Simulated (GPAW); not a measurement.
# Near-edge structure at the Se K edge of TiSe (Pnma), part 3 of 3

What does one-electron theory with a core hole give for the Se K edge of TiSe (Pnma)?

GPAW 26.7.0; X-ray absorption from dipole matrix elements to empty bands, plane-wave PAW LDA.

So far. Step 4 (Spectrum with XCH, Se atom 1): Main maxima below 30 eV (height): 2.4 eV (1.44), 9.2 eV (1.44), 16.2 eV (0.80), 21.6 eV (1.00) and 27.6 eV (1.11). A K edge sees empty p states; the first features are Se p mixed into the empty d states of the Ti neighbours, and the broad ones above probably into the cations' higher empty bands.

## 6. Spectrum with XCH, Se atom 1

A smaller cell brings the holes closer; here they are 3.5 Å apart.

Changed against the first core-hole run: supercell atoms from 16 to 8; the field's mesh follows (3×3×3 to 5×3×3).

Input file xas.py:

```python
import numpy as np
from ase import Atoms
from ase.parallel import parprint, paropen
from gpaw import GPAW, PW, FermiDirac, Mixer, MixerDif, setup_paths
from gpaw.test import gen
setup_paths.insert(0, '.')
gen('Se', name='fch1s', xcname='LDA', corehole=(1, 0, 1), write_xml=True)
from gpaw.mpi import world
world.barrier()

atoms = Atoms('Se4Ti4',
    cell=[[0, 3.494, 0],
     [0, 0, 6.222],
     [6.462, 0, 0]],
    scaled_positions=[[0.75, 0.58, 0.78],
     [0.25, 0.08, 0.72],
     [0.75, 0.92, 0.28],
     [0.25, 0.42, 0.22],
     [0.75, 0.19, 0.99],
     [0.25, 0.69, 0.51],
     [0.75, 0.31, 0.49],
     [0.25, 0.81, 0.01]],
    pbc=True)
atoms.calc = calc = GPAW(legacy_gpaw=True, mode=PW(430), xc='LDA', setups={0: 'fch1s'},
    kpts={'size': (5, 3, 3), 'gamma': True}, occupations=FermiDirac(0.1),
    charge=-1, mixer=Mixer(0.1, 5, 50), maxiter=150,
    convergence={'density': 0.0001}, txt='scf.txt')
energy = atoms.get_potential_energy() + calc.get_reference_energy()
ef = calc.get_fermi_level()
out = dict(energy=energy, fermi=ef, forces=atoms.get_forces().tolist())
parprint(f'all-electron energy {energy:.4f} eV, Fermi level {ef:.4f} eV')
ev = np.array([[calc.get_eigenvalues(k, s) for k in range(len(calc.get_ibz_k_points()))] for s in range(calc.get_number_of_spins())])
out['homo'], out['lumo'], out['counts'] = ev[ev < ef].max(), ev[ev > ef].min(), sorted(set((ev < ef).sum((0, 2)).tolist()))
out['filled'] = (ev[:, 0] < ef).sum(1).tolist()

from ase.units import Ha
from gpaw.xas import dipole_matrix_elements
nb = int(calc.get_number_of_electrons() / 2) + 107
top, nb = nb, nb + 8 + nb // 12
nscf = calc.fixed_density(kpts={'size': (5, 3, 3), 'gamma': True}, nbands=nb,
    convergence={'bands': top, 'eigenstates': 1e-5}, maxiter=60, txt='nscf.txt')
cell = atoms.cell.array
ops = [cell.T @ U.T @ np.linalg.inv(cell.T) for U in nscf.wfs.kd.symmetry.op_scc]
E = np.arange(-6, 34, 0.1)
fwhm = np.interp(E, [4, 25], [2.33, 3.5])
Y, X, zero, highest = 0, 0, 1e9, 1e9
for spin in range(nscf.get_number_of_spins()):
    wfs = nscf.wfs
    A = dipole_matrix_elements(wfs.setups[0])
    eps = np.zeros((wfs.kd.nibzkpts, nb))
    d = np.zeros((3, A.shape[1], wfs.kd.nibzkpts, nb), complex)
    for kpt in wfs.kpt_u:
        if kpt.s == spin and 0 in kpt.P_ani:
            eps[kpt.k] = kpt.eps_n * Ha
            d[:, :, kpt.k] = (kpt.weight * wfs.nspins / 2) ** 0.5 * np.inner(A, kpt.P_ani[0])
    world.sum(eps)
    world.sum(d)
    T = np.einsum('amkn,bmkn->abkn', d, d.conj()).real
    T = sum(np.einsum('ai,ijkn,bj->abkn', R, T, R) for R in ops) / len(ops)
    empty = eps > ef
    zero, highest = min(zero, eps[empty].min()), min(highest, eps[:, top - 1].min())
    lines = [(eps, T, empty)] if spin == 0 else lines + [(eps, T, empty)]
for eps, T, empty in lines:
    f = np.einsum('aakn->akn', T).reshape(3, -1)
    x = eps.ravel() - zero
    w = np.interp(x, E, fwhm) / 2.35482
    g = np.exp(-0.5 * ((E[:, None] - x) / w) ** 2) / (w * (2 * np.pi) ** 0.5)
    Y = Y + (f * empty.ravel()) @ g.T
    X = X + (f * ~empty.ravel()) @ g.T
out.update(E=E.round(2).tolist(), xas=Y.tolist(), xes=X.tolist(), zero=zero, valid=highest - zero, nk=len(eps), nb=nb)
for i in range(0, len(E), 10):
    parprint(f'{E[i]:7.2f}', *(f'{v:10.3e}' for v in Y[:, i]))
import json
with paropen('out.json', 'w') as f:
    json.dump(out, f)
```

Run with:

```sh
> OMP_NUM_THREADS=1 mpirun -n 4 gpaw python xas.py
```

Numbers of over 12 decimals in the logs are rounded to 6 here.

Output:

```text
Input parameters:
  charge: -1
  convergence: {density: 0.0001}
  kpts: {gamma: True,
         size: (5, 3, 3)}
  maxiter: 150
  mixer: {backend: pulay,
          beta: 0.1,
          method: separate,
          nmaxold: 5,
          weight: 50}
  mode: {ecut: 430.0,
         name: pw}
  occupations: {fixmagmom: False,
                name: fermi-dirac,
                width: 0.1}
  setups: {0: fch1s}

Initialize ...

[...]
*p    :     0.350513
*d    :     0.000000
--------------------------------

Diagonalizing with gridspacing h=0.050

state   all-electron     PAW
-------------------------------
4s:      -1.105925    -1.106630
4p:      -0.649487    -0.650084
*d:                   -0.134651
*f:                   -0.017877
-------------------------------
all-electron energy -344148.8352 eV, Fermi level 9.7280 eV
[...]
32.00  9.879e-08  8.624e-08  9.521e-08
  33.00  9.617e-08  1.056e-07  9.996e-08
[key lines of the parts left out:]
Converged after 23 iterations.
Dipole moment: (0.266946, 0.132816, 0.029249) |e|*Ang
Free energy:    -65.600232
Fermi level: 9.72805
```

Run time: 68 s. Hardware: 4 MPI ranks of Arm Neoverse V2, shared host; peak memory 0.32 GiB.

These settings depart from the first run's and aren't meant as converged.

Against the first run the r.m.s. difference is 7 %. The highest intensity below 24 eV goes from 9.2 eV (1.44) to 9.0 eV (1.41).

| E (eV) | first run | this run |
| --- | --- | --- |
| -2.0 | 0.01 | 0.01 |
| -0.5 | 0.19 | 0.19 |
| 1.0 | 0.90 | 0.90 |
| 2.5 | 1.43 | 1.38 |
| 4.0 | 0.95 | 0.97 |
| 5.5 | 1.01 | 1.08 |
| 7.0 | 1.22 | 1.28 |
| 8.5 | 1.39 | 1.39 |
| 10.0 | 1.37 | 1.32 |
| 11.5 | 1.00 | 0.94 |
| 13.0 | 0.77 | 0.75 |
| 14.5 | 0.74 | 0.66 |
| 16.0 | 0.80 | 0.72 |
| 17.5 | 0.76 | 0.84 |
| 19.0 | 0.76 | 0.87 |
| 20.5 | 0.92 | 0.84 |
| 22.0 | 0.99 | 0.85 |
| 23.5 | 0.88 | 0.92 |
| 25.0 | 0.88 | 1.00 |
| 26.5 | 1.04 | 1.03 |
| 28.0 | 1.10 | 1.02 |
| 29.5 | 1.01 | 0.98 |
| 31.0 | 0.95 | 0.96 |

## 7. Runs not followed above

These runs aren't followed: redraws of a spectrum that repeat one shown, runs with a planted fault or a state judged unsound, or a program's part that gave no sound spectrum.

| program | step | status | elapsed |
| --- | --- | --- | --- |
| GPAW | spectrum with XCH | converged | 5.3 min |

## 8. Results

```
absorber and edge             : Se K, atom 1 of the ground-state input (counted from 1)
surroundings                  : 1 Ti at 2.52 Å, 2 Ti at 2.56 Å, 2 Ti at 2.70 Å and 1 Ti at 2.78 Å (distorted trigonal prismatic, site symmetry m)
highest intensity below 24 eV : 9.2 eV above the zero, height 1.44
```

In words: The Se K edge of atom 1, with 1 Ti at 2.52 Å, 2 Ti at 2.56 Å, 2 Ti at 2.70 Å and 1 Ti at 2.78 Å (distorted trigonal prismatic, site symmetry m), has its highest intensity of the first 24 eV at 9.2 eV above the zero, 1.4 times the mean level of the first 20 eV (Gaussian full width 2.33 eV up to 4 eV, rising linearly to 3.5 eV at 25 eV). A cell with holes 3.5 Å apart changes the curve by 7 % r.m.s. (7 % after the best shift). At the Se K edge of atom 1 polarisation matters most near 2.4 eV, where the curves differ by 0.5 on this scale. 2 further runs of this session are left out of this account as redundant. The script folds with a Gaussian, whereas the core hole's own line is a Lorentzian, so the onset is too steep and the first peak too high. The unit cell's mesh shows no gap over 0.35 eV. That is right for a metallic compound; for a small-gap or correlated insulator it would be the fault of the functional or of the assumed magnetic order, and the hole would be screened too well. The mesh is coarse (0.38 Å⁻¹ between points), so small maxima may be mesh ripples. The structure is a published determination, not relaxed.

[Banner, clock and machine lines of the logs are left out without a mark of their own.]

[Logs are printed without paths, hosts, clocks, repeated set-up lines and the standing remarks that a program may print on its own settings, such as how far it seeks lower states.]

[Hosts, paths, dates, database ids (printed as entryN), source tags and the programs' standing remarks are cut or masked in the printed files.]

[Lists of maxima count a maximum above −3 eV only where it reaches 4 % of the highest in the window and stands out from its surroundings by 2 % of it (1.5 % where it reaches 55 %); shoulders and weaker maxima are passed over, and of the rest the first, up to two pre-edge ones and the few strongest are named.]
